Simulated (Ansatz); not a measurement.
# A hypothetical structure for BaCrS3, part 2 of 2

Starting from a made-up structure for BaCrS3, the aim is the relaxed cell, its shortest contacts and, where a second run follows, its electronic structure.

Ansatz 0.2.0; DFT, PBE, plane-wave PAW, default files, scalar-relativistic, ferromagnetic start, cell and ions relaxed at zero pressure (the session's first sound run).

So far: The starting structure; Relaxation of the guess.

**2. Relaxation of the guess (continued)**

Relaxation path:

```tsv
step	energy less that of the first step (eV)	largest force component (eV/Å)	pressure (GPa)	volume (Å³)
1	0.0000	0.0000	-1.09	109.22
2	-0.0063	0.0000	-0.22	107.72
3	-0.0066	0.0000	0.01	107.34
4*	-0.0065	0.0000	0.01	107.34
```

Relaxation steps marked * repeat the geometry before them on a plane-wave basis chosen anew for their cell, so energy and pressure can jump there.

The run keeps the 48 symmetry operations that it works with, so distortions that break them were not tested.

```tsv
conventional cell, symmetrised	before	after	change
a (Å)	4.780	4.752	-0.6 %
b (Å)	4.780	4.752	-0.6 %
c (Å)	4.780	4.752	-0.6 %
volume (Å³/atom)	21.84	21.47	-1.7 %
```

The relaxed structure:

```xyz
5
Lattice="4.7524 0.0000 0.0000 0.0000 4.7524 0.0000 0.0000 0.0000 4.7524" Properties=species:S:1:pos:R:3 pbc="T T T"
Ba    0.0000    0.0000    0.0000
Cr    2.3762    2.3762    2.3762
S     2.3762    2.3762    0.0000
S     2.3762    0.0000    2.3762
S     0.0000    2.3762    2.3762
```

Numbers from this step:

```
free energy             : -12038.7328 eV
energy at zero smearing : -12038.7100 eV
smearing term TS        : 0.04572 eV
Fermi energy            : 8.449 eV
magnetization           : 2.241 μB
absolute magnetization  : 2.956 μB
site moments            : 0.01182, 2.312, -0.09686, -0.09686, -0.09686 μB
electrons               : 42
symmetry operations     : 48
pressure                : 0.005337 GPa
```

Site moment by atom:

```tsv
atom	site moment (μB)
Ba1	0.01
Cr2	2.31
S3	-0.10
S4	-0.10
S5	-0.10
```

Shortest distances by pair of elements, guess and relaxed (not always the same contact):

```tsv
pair	guess (Å)	relaxed (Å)
Cr–S	2.390	2.376
Ba–S	3.380	3.360
S–S	3.380	3.360
Ba–Cr	4.140	4.116
Ba–Ba	4.780	4.752
```

The relaxation ends with a pressure of 0.01 GPa.

**3. Bands of the relaxed cell**

With the geometry fixed, one more self-consistent run, with a narrower smearing and the mesh shown in its input, gives the bands, and its pressure, and its forces where symmetry allows any, show how far the geometry depends on these settings.

This step: DFT, PBE, plane-wave PAW, default files, scalar-relativistic, ferromagnetic start, bands and density of states at the relaxed cell (Ansatz 0.2.0).

Contents of input.yaml:

```yaml
crystal:
  lattice:
    - [4.7524180727, 0.0, 0.0]
    - [0.0, 4.7524180727, 0.0]
    - [0.0, 0.0, 4.7524180727]
  atoms:
    - { symbol: Ba, position: [0.0, 0.0, 0.0] }
    - { symbol: Cr, position: [0.5, 0.5, 0.5], spin: 2.3 }
    - { symbol: S, position: [0.5, 0.5, 0.0] }
    - { symbol: S, position: [0.5, 0.0, 0.5] }
    - { symbol: S, position: [0.0, 0.5, 0.5] }
magnetization:
  spin_polarized: true
kpoints:
  mp_grid: { grid: [8, 8, 8] }
  band_path:
    path:
      - [[0.0, 0.0, 0.0], [0.0, 0.5, 0.0], [0.5, 0.5, 0.0], [0.0, 0.0, 0.0], [0.5, 0.5, 0.5], [0.0, 0.5, 0.0]]
      - [[0.5, 0.5, 0.0], [0.5, 0.5, 0.5]]
    npoints: 13
scf:
  occupations: { method: fermi_dirac, width: 0.03 }
  n_extra_bands: 11
hamiltonian:
  xc: pbe
  pseudopotentials: { kind: paw }
output:
  forces: true
  stress: true
  write_bands: true
  dos: { projected: true }
  write_density: true
  write_potential: true
  elf: true
  volumetric_format: npy
```

Launch:

```
> ansatz run input.yaml --threads 4 --pin off --max-ram 8192MiB --backend cpu --events-out ev --progress --plain --runs-dir out
```

Numbers of over 12 decimals in the logs are rounded to 6 here.

Output:

```text
[...]
Crystal: 5 atoms, lattice volume = 107.336 Å³
Basis set: ecut = 420 eV, 2103 PW (Γ), exchange–correlation on 64×64×64 points (8 copies of the dense FFT grid, shifted against one another)
Bands: 32, of which v1, the nominal top of the filled ones, is band 21 counted from 1 (20 counted from 0)
Symmetry: 48 space group operations
[...]
k-points: 35 of 512
[...]
Starting moments: Σ|m| = 2.3 μB on 1 of 5 sites
[...]
SCF iter   1: F=—  HF=-12039.741887 eV  |F-HF|=—  |Δ(HF+E_count)|=         —  Δρ=4.48e-2 (↑4.48e-2 ↓3.45e-2)  dr2=9.82e0  dr2_m=7.97e-2  M=1.947 μB ∫|m|=2.097 μB  β_m=0.30  ethr=3.10e-3  ⟨swp⟩=10.2  Hψ=13071  notcnv=0
[...]
SCF iter  13: F=-12038.719484 eV  HF=-12038.719484 eV  |F-HF|=7.20e-9  |Δ(HF+E_count)|=   6.86e-9  Δρ=1.82e-6 (↑1.82e-6 ↓6.49e-7)  dr2=7.76e-9  dr2_m=5.06e-10  M=2.300 μB ∫|m|=2.955 μB  ethr=1.42e-10  ⟨swp⟩=15.2  Hψ=17541  notcnv=0
SCF 1 converged in 13 iterations: F = -12038.719484 eV  dr2 = 7.76e-9
[...]
NSCF: frozen V_eff on 80 k-points
SCF converged after 13 iterations
Magnetization: 2.3003 μB (22.1502 up, 19.8498 down)
Absolute magnetization: 2.9551 μB (∫|ρ↑−ρ↓|, with the PAW one-centre terms)
[...]
Per-site moments (μB) at R_I (Å): [(0.013326, 1.386193), (2.331915, 0.980186), (-0.089694, 0.980186), (-0.089694, 0.980186), (-0.089694, 0.980186)]
Free energy (F): -12038.719484 eV
[...]
Internal energy: -12038.697062 eV  (E = F + TS)
E sigma→0 (E₀):  -12038.708273 eV
Entropy (-TS):   -0.022421 eV (-4.484 meV/atom)
Fermi energy:    8.464075 eV
[...]
--- Stress (GPa, compression-positive) ---
        0.083983       0.000000       0.000000
        0.000000       0.083983       0.000000
        0.000000       0.000000       0.083983
  P = ⅓ Tr σ = 0.0840 GPa (0.840 kbar)
--- Band table (eV; the first three rows and the last of 70) ---
  k-point 0 ↑: bands = [... 17 lower, 7.3586, 7.3586, 7.3586, 8.1599, 8.1599, 8.4852, 8.4852, 8.4852, ... 7 higher]
  k-point 1 ↑: bands = [... 17 lower, 7.1800, 7.5660, 7.5660, 7.6422, 8.1755, 8.4835, 8.4835, 8.9056, ... 7 higher]
  k-point 2 ↑: bands = [... 17 lower, 6.8267, 6.9532, 7.7638, 7.7638, 8.1943, 8.5247, 8.5247, 9.3403, ... 7 higher]
  k-point 34 ↓: bands = [... 17 lower, 8.7343, 8.7343, 8.7343, 10.8837, 10.8837, 10.8837, 13.0783, 13.0783, ... 7 higher]
```

Run time: 11 s. Hardware: 4 threads of Arm Neoverse V1, shared host; peak memory 0.56 GiB.

The column dr2 measures how far the density is from self-consistency, as an energy; F and HF (Harris–Foulkes) agree once it is small.

This step gave:

```yaml
free_energy: -12038.7195 eV
energy_at_zero_smearing: -12038.7083 eV
smearing_term_ts: 0.02242 eV
fermi_energy: 8.464 eV
magnetization: 2.300 μB
absolute_magnetization: 2.955 μB
site_moments: 0.01333, 2.332, -0.08969, -0.08969, -0.08969 μB
pressure: 0.08398 GPa
```

bands.tsv at the labelled points (eV, zero at the Fermi level; the bands that come nearest the Fermi level along the path):

| point | band_17_up | band_18_up | band_19_up | band_20_up | band_21_up | band_22_up | band_23_up | band_19_dn |
| --- | --- | --- | --- | --- | --- | --- | --- | --- |
| Γ | -1.11 | -1.11 | -1.11 | -0.30 | -0.30 | 0.02 | 0.02 | -0.09 |
| X | -2.03 | -1.64 | -0.65 | -0.65 | -0.26 | 0.19 | 0.19 | -0.73 |
| M | -1.53 | -1.53 | -0.27 | -0.05 | -0.05 | 0.24 | 0.31 | 0.16 |
| Γ | -1.11 | -1.11 | -1.11 | -0.30 | -0.30 | 0.02 | 0.02 | -0.09 |
| R | 0.04 | 0.04 | 0.04 | 0.35 | 0.35 | 0.35 | 3.99 | 0.27 |
| X | -2.03 | -1.64 | -0.65 | -0.65 | -0.26 | 0.19 | 0.19 | -0.73 |
| M | -1.53 | -1.53 | -0.27 | -0.05 | -0.05 | 0.24 | 0.31 | 0.16 |
| R | 0.04 | 0.04 | 0.04 | 0.35 | 0.35 | 0.35 | 3.99 | 0.27 |

Spin density in the ac plane at fractional y = 0.500, with atoms of Cr and S within 0.2 Å of it.

Ten even steps from '_' (-0.1 e/Å³) to '@' (3.4 e/Å³), each cell a mean:
```
____________________________
____________________________
____________________________
____________________________
____________......__________
__________..++##--__________
__________..**@@==__________
__________..::--::__________
____________________________
____________________________
____________________________
____________________________
____________________________
```
Columns run along a (4.8 Å), rows up along c (4.8 Å). Atoms in or near the plane, at fractional coordinates: Cr at (0.50, 0.50), S at (0.50, 0.00), S at (0.00, 0.50).

ELF in the ac plane at fractional y = 0.500, with atoms of Cr and S within 0.2 Å of it. It is the smooth field of the valence electrons, not physical close to the nuclei.

Values, 13 rows by 14 columns, each cell a mean:
```
0.03 0.05 0.20 0.61 0.83 0.80 0.42 0.22 0.61 0.84 0.77 0.43 0.12 0.04
0.17 0.12 0.12 0.35 0.69 0.81 0.79 0.76 0.81 0.79 0.56 0.21 0.10 0.14
0.58 0.44 0.23 0.17 0.37 0.58 0.68 0.70 0.65 0.51 0.26 0.16 0.31 0.52
0.83 0.77 0.57 0.27 0.17 0.20 0.23 0.24 0.22 0.18 0.18 0.39 0.67 0.81
0.78 0.82 0.78 0.49 0.16 0.24 0.44 0.48 0.37 0.17 0.25 0.65 0.82 0.81
0.23 0.58 0.81 0.60 0.19 0.47 0.83 0.88 0.72 0.30 0.29 0.76 0.77 0.41
0.04 0.45 0.81 0.62 0.19 0.52 0.88 0.93 0.78 0.33 0.30 0.77 0.72 0.21
0.59 0.75 0.81 0.56 0.17 0.36 0.66 0.72 0.56 0.23 0.28 0.72 0.81 0.68
0.85 0.83 0.70 0.37 0.15 0.15 0.22 0.24 0.19 0.14 0.21 0.53 0.77 0.85
0.74 0.62 0.37 0.18 0.25 0.39 0.46 0.47 0.44 0.34 0.19 0.24 0.48 0.69
0.34 0.23 0.13 0.24 0.56 0.75 0.81 0.81 0.79 0.70 0.42 0.16 0.16 0.29
0.07 0.06 0.15 0.50 0.79 0.82 0.64 0.51 0.74 0.83 0.70 0.33 0.10 0.06
0.02 0.06 0.25 0.67 0.85 0.76 0.24 0.04 0.49 0.84 0.81 0.50 0.14 0.03
```
Columns run along a (4.8 Å), rows up along c (4.8 Å). Atoms in or near the plane, at fractional coordinates: Cr at (0.50, 0.50), S at (0.50, 0.00), S at (0.00, 0.50).

ELF of down spins in the ac plane at fractional y = 0.500, with atoms of Cr and S within 0.2 Å of it. It is the smooth field of the valence electrons, not physical close to the nuclei.

Ten even steps from '_' (0.01) to '@' (0.95), each cell a mean:
```
____..**%%%%==::**%%%%==..__
......--##%%%%%%%%%%**::__..
**==::..==**######++::..--++
%%%%**--....::--::....==##%%
%%%%%%++....++**--__::##%%%%
::**%%##::++@@@@%%----%%%%==
__==%%##::**@@@@@@==--%%##::
**%%%%**..--##%%**..--%%%%##
%%%%##==..__::--..__::**%%%%
##**--..::==++++++--..::++##
--::..::**%%%%%%%%##==....::
____..++%%%%**++##%%##--____
____::**%%##::__==%%%%++..__
```
Columns run along a (4.8 Å), rows up along c (4.8 Å). Atoms in or near the plane, at fractional coordinates: Cr at (0.50, 0.50), S at (0.50, 0.00), S at (0.00, 0.50).

**4. Summary of results**

| Property | Result |
| --- | --- |
| space group, relaxed | Pm-3m |
| conventional cell | a = 4.752, b = 4.752, c = 4.752 Å; α = 90.0°, β = 90.0°, γ = 90.0° |
| volume per atom | 21.47 Å³ (guess 21.84) |
| total moment | 2.24 μB in the cell of 5 atoms |

What this shows: BaCrS3 relaxes to Pm-3m with a = 4.752, b = 4.752 and c = 4.752 Å. The guessed volume was 2 % too large. The space group Pm-3m was held in the relaxation, so the end point is a stationary structure within it and may be a saddle against distortions or other arrangements. The input starts from parallel moments, and no other start was typed. Bands cross the Fermi level, so it is a metal or semimetal at this level. On the 8×8×8 mesh with the narrower smearing (relaxed on 6×6×6) the forces vanish, as symmetry may demand, and the largest stress component is 0.084 GPa, against the relaxation's thresholds of 0.015 eV/Å and 0.05 GPa. The cutoff wasn't tested. Spin-orbit coupling is left out, which can matter for elements this heavy. No dispersion term is used, so weakly bound directions may come out too long. Nothing here tests whether the compound is stable against decomposition.

[Logs are printed without paths, hosts, clocks, repeated set-up lines and the standing remarks that a program may print on its own settings, such as how far it seeks lower states.]

[Hosts, paths, dates, database ids (printed as entryN), source tags and the programs' standing remarks are cut or masked in the printed files.]
